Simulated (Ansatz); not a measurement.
# Electron scattering at the Σ3 (111) boundary in bcc Ta, starting shift (0.5, 0)

Aim: the relaxed structure and the specific resistance of the Σ3 (111) boundary in bcc Ta, starting shift (0.5, 0).

Main program and level: Ansatz 0.2.0; Ansatz plane-wave DFT, PBE, PAW files; relaxation of a bicrystal slab with its lowest layers held, in the first sound run; inputs show where later runs differ.

**1. Starting point**

The cell holds 19 atoms: 19 Ta. Its edges and angles: a = 4.671 Å, b = 4.671 Å, c = 29.314 Å, α = 90.0°, β = 90.0°, γ = 120.0°. It derives from Ta. built on the (1 1 1) plane; 2 overlapping atoms removed and the grains opened by 0.2 Å. Vacuum lies along c.

**2. Relaxing the bicrystal**

The boundary is built by mirroring the lower grain in the boundary plane and removing any atoms that overlap. A thin bicrystal slab is relaxed first, with the lowest layers held and the upper grain free to shift and open.

Contents of input.yaml:

```yaml
crystal:
  lattice:
    - [4.6705251426, 0.0, 0.0]
    - [-2.3352625713, 4.0447934225, 0.0]
    - [0.0, 0.0, 29.3139720975]
  atoms:
    - { symbol: Ta, position: [0.3333333334, 0.6666666667, 0.1705671269] }
    - { symbol: Ta, position: [0.6666666667, 0.3333333334, 0.2030897393] }
    - { symbol: Ta, position: [0.0, 0.0, 0.2356123517] }
    - { symbol: Ta, position: [0.3333333334, 0.6666666667, 0.2681349642] }
    - { symbol: Ta, position: [0.6666666667, 0.3333333334, 0.3006575766] }
    - { symbol: Ta, position: [0.0, 0.0, 0.333180189] }
    - { symbol: Ta, position: [0.3333333333, 0.6666666667, 0.3657028014] }
    - { symbol: Ta, position: [0.6666666667, 0.3333333333, 0.3982254138] }
    - { symbol: Ta, position: [0.0, 0.0, 0.4307480262] }
    - { symbol: Ta, position: [0.8333333333, 0.6666666667, 0.502615936] }
    - { symbol: Ta, position: [0.5, 0.0, 0.5351385484] }
    - { symbol: Ta, position: [0.1666666667, 0.3333333334, 0.5676611609] }
    - { symbol: Ta, position: [0.8333333334, 0.6666666667, 0.6001837733] }
    - { symbol: Ta, position: [0.5, 0.0, 0.6327063857] }
    - { symbol: Ta, position: [0.1666666667, 0.3333333334, 0.6652289981] }
    - { symbol: Ta, position: [0.8333333334, 0.6666666667, 0.6977516105] }
    - { symbol: Ta, position: [0.5, 1.0e-10, 0.7302742229] }
    - { symbol: Ta, position: [0.1666666667, 0.3333333334, 0.7627968353] }
    - { symbol: Ta, position: [0.8333333334, 0.6666666668, 0.7953194477] }
kpoints:
  mp_grid: { grid: [6, 6, 1] }
hamiltonian:
  xc: pbe
scf:
  occupations: { method: fermi_dirac, width: 0.1 }
relax:
  f_tol: 0.03
  max_steps: 80
  constraints: [{ sites: [0, 1, 2, 3] }]
```

Started as:

```console
> ansatz run input.yaml --threads 4 --pin off --max-ram 15360MiB --backend cpu --events-out ev --progress --plain --runs-dir out
```

Numbers of over 12 decimals in the logs are rounded to 6 here.

The program printed:

```text
Engine: ansatz 0.2.0, aarch64-unknown-linux-gnu
Pseudopotentials: kind: paw
Pseudopotential: Ta, paw, valence charge 13, recommended cutoff 420 eV (normal), Ta.paw.azcp
Functional definition: PBE
  parameter kappa = 0.804
  parameter beta = 0.066725
  exchange = pbe_x(kappa = kappa, mu = beta*pi^2/3)
  correlation = pbe_c(beta = beta)
Crystal: 19 atoms, lattice volume = 553.779 Å³
Basis set: ecut = 420 eV, 10843 PW (Γ), exchange–correlation on 64×64×400 points (8 copies of the dense FFT grid, shifted against one another)
Bands: 149, of which v1, the nominal top of the filled ones, is band 124 counted from 1 (123 counted from 0)
Symmetry: 2 space group operations
Space group: Cm (ITA 8), of the structure as read, at distance tolerance 8.2e-5 Å
k-points: 13 of 36 (time reversal used)
Non-local potential: Ta, projectors of the file, l = 0: 3, l = 1: 2, l = 2: 2, l = 3: 1
PAW form: soft (Blöchl's): semilocal exchange-correlation on the pseudo side does not see the compensation charge
PAW one-centre angular grid: Ta, 590 points (default); XC on 64 Gauss nodes
Initial density: superposition of atomic densities (neutral atoms: chi_scale 0, normalization atom), corrected by the library's trained network
Initial wavefunctions: pseudopotential atomic-orbital guess
Functional: x = pbe(κ = 0.804, μ = 0.219515), c = pbe(β = 0.066725)
SCF iter   1: F=—  HF=-188701.641787 eV  |F-HF|=—  |Δ(HF+E_count)|=         —  Δρ=5.48e-3  dr2=4.24e0  ethr=1.77e-3  ⟨swp⟩=9.3  Hψ=8946  notcnv=0
preconditioner: auto → LDOS  [metal: Δε(μ)=0.002 eV  Ē_g=3.561 eV  σ=0.100 eV  W_gap=0.00  n_scr=124 (ndim 8)  ℏωp=15.4 eV  f_vac=0.279  D(μ)=27.30/eV (n_scr^D=242)  β→1.0]
SCF iter   2: F=—  HF=-188701.587974 eV  |F-HF|=—  |Δ(HF+E_count)|=   5.38e-2  Δρ=1.66e-3  dr2=6.78e-2  ethr=1.72e-3  ⟨swp⟩=1.2  Hψ=2250  notcnv=0  defer=4
SCF iter   3: F=—  HF=-188701.588006 eV  |F-HF|=—  |Δ(HF+E_count)|=   3.24e-5  Δρ=7.69e-4  dr2=1.10e-2  ethr=2.75e-5  ⟨swp⟩=2.7  Hψ=3638  notcnv=0  defer=4
SCF iter   4: F=—  HF=-188701.586626 eV  |F-HF|=—  |Δ(HF+E_count)|=   1.38e-3  Δρ=2.19e-4  dr2=8.31e-4  ethr=4.44e-6  ⟨swp⟩=2.0  Hψ=3049  notcnv=0  defer=4
SCF iter   5: F=—  HF=-188701.586584 eV  |F-HF|=—  |Δ(HF+E_count)|=   4.17e-5  Δρ=7.65e-5  dr2=1.37e-4  ethr=3.36e-7  ⟨swp⟩=2.0  Hψ=2883  notcnv=0  defer=4
SCF iter   6: F=-188701.586575 eV  HF=-188701.586586 eV  |F-HF|=1.06e-5  |Δ(HF+E_count)|=   2.10e-6  Δρ=3.46e-5  dr2=1.74e-5  ethr=9.11e-9  ⟨swp⟩=3.9  Hψ=8036  notcnv=0
SCF 1 converged in 6 iterations: F = -188701.586575 eV  dr2 = 1.74e-5
  greatest PAW one-centre occupation: 1.000 electrons in one spin orbital (limit 2), on the Ta atom at site 17 (counted from 0), in its partial waves of l = 0
relax step   1: F+E_penalty+E_count = -188701.58657539 eV  Δ(F+E_penalty+E_count) = +0.000e0 eV  max|allowed force component| = 2.125e0 eV/Å  Δτ_max = 0.0000 Å  (6 SCF iters, dr2 threshold 2.25e-5 eV, accepted)
Initial density: handed on by an earlier stage of this run
Initial wavefunctions: those handed on with the density
iter 1 solved again at ethr=2.41e-3 eV; its pass at ethr=3.10e-3 eV (dr2=5.95e0 eV) is discarded
SCF iter   1: F=—  HF=-188702.928257 eV  |F-HF|=—  |Δ(HF+E_count)|=         —  Δρ=1.34e-2  dr2=7.17e0  ethr=2.41e-3  ⟨swp⟩=1.2  Hψ=6700  notcnv=0  defer=4
preconditioner: auto → LDOS  [metal: Δε(μ)=0.015 eV  Ē_g=3.598 eV  σ=0.100 eV  W_gap=0.04  n_scr=124 (ndim 8)  ℏωp=15.4 eV  f_vac=0.284  D(μ)=27.79/eV (n_scr^D=256)  β→1.0]
SCF iter   2: F=—  HF=-188702.678493 eV  |F-HF|=—  |Δ(HF+E_count)|=   2.50e-1  Δρ=7.53e-3  dr2=8.11e-1  ethr=2.41e-3  ⟨swp⟩=3.7  Hψ=3033  notcnv=0  defer=4
SCF iter   3: F=—  HF=-188702.561925 eV  |F-HF|=—  |Δ(HF+E_count)|=   1.17e-1  Δρ=2.78e-3  dr2=1.29e-1  ethr=3.28e-4  ⟨swp⟩=2.5  Hψ=3814  notcnv=0  defer=4
SCF iter   4: F=—  HF=-188702.539027 eV  |F-HF|=—  |Δ(HF+E_count)|=   2.29e-2  Δρ=6.15e-4  dr2=1.19e-2  ethr=5.22e-5  ⟨swp⟩=2.0  Hψ=3163  notcnv=0  defer=4
SCF iter   5: F=—  HF=-188702.539023 eV  |F-HF|=—  |Δ(HF+E_count)|=   3.93e-6  Δρ=1.91e-4  dr2=6.15e-4  ethr=4.82e-6  ⟨swp⟩=2.0  Hψ=2472  notcnv=0  defer=4
SCF iter   6: F=—  HF=-188702.539037 eV  |F-HF|=—  |Δ(HF+E_count)|=   1.36e-5  Δρ=7.41e-5  dr2=1.06e-4  ethr=2.49e-7  ⟨swp⟩=2.0  Hψ=2789  notcnv=0  defer=4
SCF iter   7: F=-188702.539034 eV  HF=-188702.539047 eV  |F-HF|=1.34e-5  |Δ(HF+E_count)|=   1.03e-5  Δρ=2.96e-5  dr2=1.89e-5  ethr=4.05e-8  ⟨swp⟩=3.0  Hψ=7251  notcnv=0
SCF 2 converged in 7 iterations: F = -188702.539034 eV  dr2 = 1.89e-5
relax step   2: F+E_penalty+E_count = -188702.53903381 eV  Δ(F+E_penalty+E_count) = -9.525e-1 eV  max|allowed force component| = 7.984e-1 eV/Å  Δτ_max = 0.1948 Å  (7 SCF iters, dr2 threshold 1.00e-4 eV, accepted)
SCF iter   1: F=—  HF=-188703.275325 eV  |F-HF|=—  |Δ(HF+E_count)|=         —  Δρ=1.20e-2  dr2=1.12e1  ethr=3.10e-3  ⟨swp⟩=6.6  Hψ=5094  notcnv=0  defer=3
preconditioner: auto → LDOS  [metal: Δε(μ)=0.007 eV  Ē_g=3.610 eV  σ=0.100 eV  W_gap=0.02  n_scr=124 (ndim 8)  ℏωp=15.4 eV  f_vac=0.288  D(μ)=25.89/eV (n_scr^D=230)  β→1.0]
SCF iter   2: F=—  HF=-188703.060299 eV  |F-HF|=—  |Δ(HF+E_count)|=   2.15e-1  Δρ=3.98e-3  dr2=6.90e-1  ethr=3.10e-3  ⟨swp⟩=1.7  Hψ=2299  notcnv=0  defer=7
SCF iter   3: F=—  HF=-188703.047595 eV  |F-HF|=—  |Δ(HF+E_count)|=   1.27e-2  Δρ=2.44e-3  dr2=1.07e-1  ethr=2.79e-4  ⟨swp⟩=2.1  Hψ=3161  notcnv=0  defer=8
SCF iter   4: F=—  HF=-188703.026639 eV  |F-HF|=—  |Δ(HF+E_count)|=   2.10e-2  Δρ=3.54e-4  dr2=2.95e-3  ethr=4.33e-5  ⟨swp⟩=2.0  Hψ=3109  notcnv=0  defer=8
SCF iter   5: F=—  HF=-188703.026647 eV  |F-HF|=—  |Δ(HF+E_count)|=   7.98e-6  Δρ=1.25e-4  dr2=3.14e-4  ethr=1.19e-6  ⟨swp⟩=2.0  Hψ=2577  notcnv=0  defer=8
SCF iter   6: F=-188703.026623 eV  HF=-188703.026641 eV  |F-HF|=1.84e-5  |Δ(HF+E_count)|=   5.94e-6  Δρ=4.77e-5  dr2=3.67e-5  ethr=1.61e-8  ⟨swp⟩=3.8  Hψ=7853  notcnv=0
SCF 3 converged in 6 iterations: F = -188703.026623 eV  dr2 = 3.67e-5
relax step   3: F+E_penalty+E_count = -188703.02662271 eV  Δ(F+E_penalty+E_count) = -4.876e-1 eV  max|allowed force component| = 8.858e-1 eV/Å  Δτ_max = 0.1944 Å  (6 SCF iters, dr2 threshold 3.98e-5 eV, accepted)
[... from here on, the SCF cycles and remarks between the steps are left out ...]
relax step   4: F+E_penalty+E_count = -188703.42357587 eV  Δ(F+E_penalty+E_count) = -3.970e-1 eV  max|allowed force component| = 9.592e-1 eV/Å  Δτ_max = 0.2000 Å  (6 SCF iters, dr2 threshold 1.00e-4 eV, accepted)
relax step   5: F+E_penalty+E_count = -188703.73861252 eV  Δ(F+E_penalty+E_count) = -3.150e-1 eV  max|allowed force component| = 4.820e-1 eV/Å  Δτ_max = 0.1947 Å  (5 SCF iters, dr2 threshold 1.00e-4 eV, accepted)
relax step   6: F+E_penalty+E_count = -188703.99799581 eV  Δ(F+E_penalty+E_count) = -2.594e-1 eV  max|allowed force component| = 3.723e-1 eV/Å  Δτ_max = 0.1918 Å  (7 SCF iters, dr2 threshold 5.87e-5 eV, accepted)
relax step   7: F+E_penalty+E_count = -188704.18141833 eV  Δ(F+E_penalty+E_count) = -1.834e-1 eV  max|allowed force component| = 2.177e-1 eV/Å  Δτ_max = 0.2000 Å  (7 SCF iters, dr2 threshold 3.50e-5 eV, accepted)
relax step   8: F+E_penalty+E_count = -188704.28674381 eV  Δ(F+E_penalty+E_count) = -1.053e-1 eV  max|allowed force component| = 2.215e-1 eV/Å  Δτ_max = 0.1935 Å  (7 SCF iters, dr2 threshold 1.62e-5 eV, accepted)
relax step   9: F+E_penalty+E_count = -188704.35283514 eV  Δ(F+E_penalty+E_count) = -6.609e-2 eV  max|allowed force component| = 1.003e-1 eV/Å  Δτ_max = 0.2000 Å  (7 SCF iters, dr2 threshold 1.68e-5 eV, accepted)
relax step  10: F+E_penalty+E_count = -188704.38246595 eV  Δ(F+E_penalty+E_count) = -2.963e-2 eV  max|allowed force component| = 4.063e-2 eV/Å  Δτ_max = 0.1955 Å  (8 SCF iters, dr2 threshold 2.06e-6 eV, accepted)
relax step  11: F+E_penalty+E_count = -188704.39488973 eV  Δ(F+E_penalty+E_count) = -1.242e-2 eV  max|allowed force component| = 5.901e-2 eV/Å  Δτ_max = 0.1952 Å  (8 SCF iters, accepted)
relax step  12: F+E_penalty+E_count = -188704.39939929 eV  Δ(F+E_penalty+E_count) = -4.510e-3 eV  max|allowed force component| = 5.696e-2 eV/Å  Δτ_max = 0.1255 Å  (9 SCF iters, accepted)
relax step  13: F+E_penalty+E_count = -188704.40207540 eV  Δ(F+E_penalty+E_count) = -2.676e-3 eV  max|allowed force component| = 3.427e-2 eV/Å  Δτ_max = 0.0733 Å  (6 SCF iters, dr2 threshold 3.02e-6 eV, accepted)
relax step  14: F+E_penalty+E_count = -188704.39976310 eV  Δ(F+E_penalty+E_count) = +2.312e-3 eV  max|allowed force component| = 1.585e-1 eV/Å  Δτ_max = 0.1183 Å  (9 SCF iters, rejected (line search))
relax step  15: F+E_penalty+E_count = -188704.40271660 eV  Δ(F+E_penalty+E_count) = -6.412e-4 eV  max|allowed force component| = 5.394e-2 eV/Å  Δτ_max = 0.0573 Å  (9 SCF iters, accepted)
relax step  16: F+E_penalty+E_count = -188704.40359754 eV  Δ(F+E_penalty+E_count) = -8.809e-4 eV  max|allowed force component| = 2.404e-2 eV/Å  Δτ_max = 0.0591 Å  (7 SCF iters, dr2 threshold 1.05e-6 eV, accepted)
iter 1 solved again at ethr=1.74e-10 eV; its pass at ethr=3.10e-3 eV (dr2=4.31e-7 eV) is discarded
SCF iter   1: F=—  HF=-188704.403571 eV  |F-HF|=—  |Δ(HF+E_count)|=         —  Δρ=3.93e-6  dr2=4.31e-7  ethr=1.74e-10  ⟨swp⟩=1.6  Hψ=4595  notcnv=0  defer=5
preconditioner: auto → LDOS  [metal: Δε(μ)=0.014 eV  Ē_g=3.718 eV  σ=0.100 eV  W_gap=0.03  n_scr=124 (ndim 8)  ℏωp=15.4 eV  f_vac=0.316  D(μ)=24.10/eV (n_scr^D=194)  β→1.0]
SCF iter   2: F=—  HF=-188704.403598 eV  |F-HF|=—  |Δ(HF+E_count)|=   2.69e-5  Δρ=3.31e-6  dr2=1.39e-7  ethr=1.74e-10  ⟨swp⟩=2.1  Hψ=3402  notcnv=0  defer=5
SCF iter   3: F=-188704.403598 eV  HF=-188704.403598 eV  |F-HF|=4.77e-9  |Δ(HF+E_count)|=   1.19e-8  Δρ=7.29e-7  dr2=6.28e-9  ethr=4.05e-11  ⟨swp⟩=5.0  Hψ=7070  notcnv=0
SCF 17 converged in 3 iterations: F = -188704.403598 eV  dr2 = 6.28e-9
relax step  17: F+E_penalty+E_count = -188704.40359788 eV  Δ(F+E_penalty+E_count) = -3.410e-7 eV  max|allowed force component| = 2.404e-2 eV/Å  Δτ_max = 0.0000 Å  (3 SCF iters, accepted)
SCF converged after 3 iterations
Free energy (F): -188704.403598 eV
Harris-Foulkes:  -188704.403598 eV  (|F-HF|=4.77e-9)
Internal energy: -188703.607861 eV  (E = F + TS)
E sigma→0 (E₀):  -188704.005729 eV
Entropy (-TS):   -0.795737 eV (-41.881 meV/atom)
Fermi energy:    10.305572 eV
--- Per-component energies (eV) ---
  E_band       = -4059.094338
  E_kinetic    = 6940.528007
  E_local      = -206857.396643  (includes V_loc(G=0)·N_el)
  E_nonlocal   = 286.576655
  E_hartree    = 100789.768819
  E_xc         = -4140.558356
  E_vxc        = -3863.365073  (∫ρ·V_xc dr)
  E_paw        = -159535.539908  (= ΣΔE_a)
  E_vpaw       = -2144.968474  (= ΣTr[D̂ρ^β])
  E_aug_tail   = 0.002856  (compensation charges beyond the density's cutoff)
  E_ewald      = 73813.010708
  E_smearing   = -0.795737  (= −TS)
  E_closure    = -0.000000  (closes the sum)
  Σ components = -188704.403598   (vs F -188704.403598, Δ=0.00e0)
--- Forces (eV/Å), atoms counted from 1 ---
  atom   1  Ta     0.00000000    -0.00206953     1.84669834
  atom   2  Ta    -0.00000000    -0.00311927    -0.02769083
  atom   3  Ta    -0.00000000     0.02081931    -1.32578764
  atom   4  Ta     0.00000000    -0.00375315    -0.49069787
  atom   5  Ta    -0.00000000    -0.00647650    -0.00871760
  atom   6  Ta     0.00000000     0.00263656     0.00065643
  atom   7  Ta     0.00000000     0.01122525     0.01669828
  atom   8  Ta    -0.00000000    -0.01189028    -0.00893200
  atom   9  Ta    -0.00000000    -0.00771036    -0.00109536
  atom  10  Ta    -0.00000000    -0.00036450     0.00407291
  atom  11  Ta     0.00000000     0.00489946    -0.00482195
  atom  12  Ta     0.00000000    -0.00005329     0.00102233
  atom  13  Ta    -0.00000000    -0.00204416    -0.00367609
  atom  14  Ta    -0.00000000     0.00012612    -0.00953917
  atom  15  Ta    -0.00000000     0.00006755     0.00895113
  atom  16  Ta     0.00000000     0.00136438    -0.00078356
  atom  17  Ta    -0.00000000    -0.00145866     0.02404450
  atom  18  Ta    -0.00000000     0.00062849    -0.00368622
  atom  19  Ta     0.00000000    -0.00280737    -0.01673192
  max |Σ_I F_I| component: 2.00e-5 eV/Å
--- Relaxed structure (17 steps of the walk, 16 accepted, 0 SCFs on fresh bases) ---
  F+E_penalty+E_count = -188704.40359788 eV   max|allowed force component| = 2.404e-2 eV/Å
  atoms:
    - { symbol: Ta, position: [0.33333333335, 0.6666666667, 0.170567] }
    - { symbol: Ta, position: [0.666667, 0.3333333334, 0.2030897393] }
    - { symbol: Ta, position: [0.0, 0.0, 0.235612] }
    - { symbol: Ta, position: [0.33333333335, 0.6666666667, 0.2681349642] }
    - { symbol: Ta, position: [0.666712, 0.333424, 0.298249] }
    - { symbol: Ta, position: [0.00030856, 0.000617119, 0.333964] }
    - { symbol: Ta, position: [0.333716, 0.667432, 0.368841] }
    - { symbol: Ta, position: [0.668611, 0.337222, 0.391301] }
    - { symbol: Ta, position: [0.012205, 0.024410, 0.435012] }
    - { symbol: Ta, position: [0.687902, 0.375804, 0.477548] }
    - { symbol: Ta, position: [0.356294, -0.287413, 0.501020] }
    - { symbol: Ta, position: [0.022888, 0.045775, 0.535411] }
    - { symbol: Ta, position: [0.690393, 0.380787, 0.569963] }
    - { symbol: Ta, position: [0.356880, -0.286240, 0.602069] }
    - { symbol: Ta, position: [0.023178, 0.046357, 0.634417] }
    - { symbol: Ta, position: [0.689992, 0.379983, 0.665930] }
    - { symbol: Ta, position: [0.356909, -0.286181, 0.703414] }
    - { symbol: Ta, position: [0.023690, 0.047379, 0.730393] }
    - { symbol: Ta, position: [0.690466, 0.380931, 0.756099] }
```

Run time: 8.4 min. Hardware: 4 threads of Arm Neoverse V1, shared host; peak memory 2.1 GiB.

The steps of the relaxation:

```
step  energy less that of the first step (eV)  largest force component (eV/Å)
   1                                   0.0000                          2.1255
   2                                  -0.9525                          0.7984
   3                                  -1.4400                          0.8858
   4                                  -1.8370                          0.9592
   5                                  -2.1520                          0.4820
   6                                  -2.4114                          0.3723
   7                                  -2.5948                          0.2177
   8                                  -2.7002                          0.2215
   9                                  -2.7663                          0.1003
  10                                  -2.7959                          0.0406
  11                                  -2.8083                          0.0590
  12                                  -2.8128                          0.0570
  13                                  -2.8155                          0.0343
  14                                  -2.8132                          0.1585
  15                                  -2.8161                          0.0539
  16                                  -2.8170                          0.0240
  17                                  -2.8170                          0.0240
```

Relaxation step 14 was tried and not accepted.

Forces are held to the 2 operations that the run works with; a distortion that breaks them can't arise in this run.

The atoms that moved most (Å):

```csv
atom,dx,dy,dz,length
Ta19,0.000,-1.156,-1.150,1.630
Ta11,0.000,-1.163,-1.000,1.534
Ta12,0.000,-1.163,-0.945,1.499
Ta18,0.000,-1.157,-0.950,1.497
Ta16,0.000,-1.160,-0.933,1.488
Ta15,0.000,-1.161,-0.903,1.471
Ta14,0.000,-1.158,-0.898,1.465
Ta13,0.000,-1.156,-0.886,1.457
```

The relaxed structure:

```cif
data_structure
_symmetry_space_group_name_H-M 'P 1'
_symmetry_Int_Tables_number 1
_cell_length_a 4.6705
_cell_length_b 4.6705
_cell_length_c 29.3140
_cell_angle_alpha 90.000
_cell_angle_beta 90.000
_cell_angle_gamma 120.000
_cell_volume 553.78
loop_
_atom_site_label
_atom_site_type_symbol
_atom_site_fract_x
_atom_site_fract_y
_atom_site_fract_z
_atom_site_occupancy
Ta1 Ta 0.33333 0.66667 0.17057 1
Ta2 Ta 0.66667 0.33333 0.20309 1
Ta3 Ta 0.00000 0.00000 0.23561 1
Ta4 Ta 0.33333 0.66667 0.26813 1
Ta5 Ta 0.66671 0.33342 0.29825 1
Ta6 Ta 0.00031 0.00062 0.33396 1
Ta7 Ta 0.33372 0.66743 0.36884 1
Ta8 Ta 0.66861 0.33722 0.39130 1
Ta9 Ta 0.01220 0.02441 0.43501 1
Ta10 Ta 0.68790 0.37580 0.47755 1
Ta11 Ta 0.35629 0.71259 0.50102 1
Ta12 Ta 0.02289 0.04578 0.53541 1
Ta13 Ta 0.69039 0.38079 0.56996 1
Ta14 Ta 0.35688 0.71376 0.60207 1
Ta15 Ta 0.02318 0.04636 0.63442 1
Ta16 Ta 0.68999 0.37998 0.66593 1
Ta17 Ta 0.35691 0.71382 0.70341 1
Ta18 Ta 0.02369 0.04738 0.73039 1
Ta19 Ta 0.69047 0.38093 0.75610 1
```

Numbers from this step:

| Quantity | Value |
| --- | --- |
| free energy | -188704.4036 eV |
| energy at zero smearing | -188704.0057 eV |
| Fermi energy | 10.31 eV |

The largest force component on a free atom ends at 0.024 eV/Å, under the tolerance of 0.03, after 17 steps.

(Part 1 of 3 ends here.)

[Logs are printed without paths, hosts, clocks, repeated set-up lines and the standing remarks that a program may print on its own settings, such as how far it seeks lower states.]

[Hosts, paths, dates, database ids (printed as entryN), source tags and the programs' standing remarks are cut or masked in the printed files.]
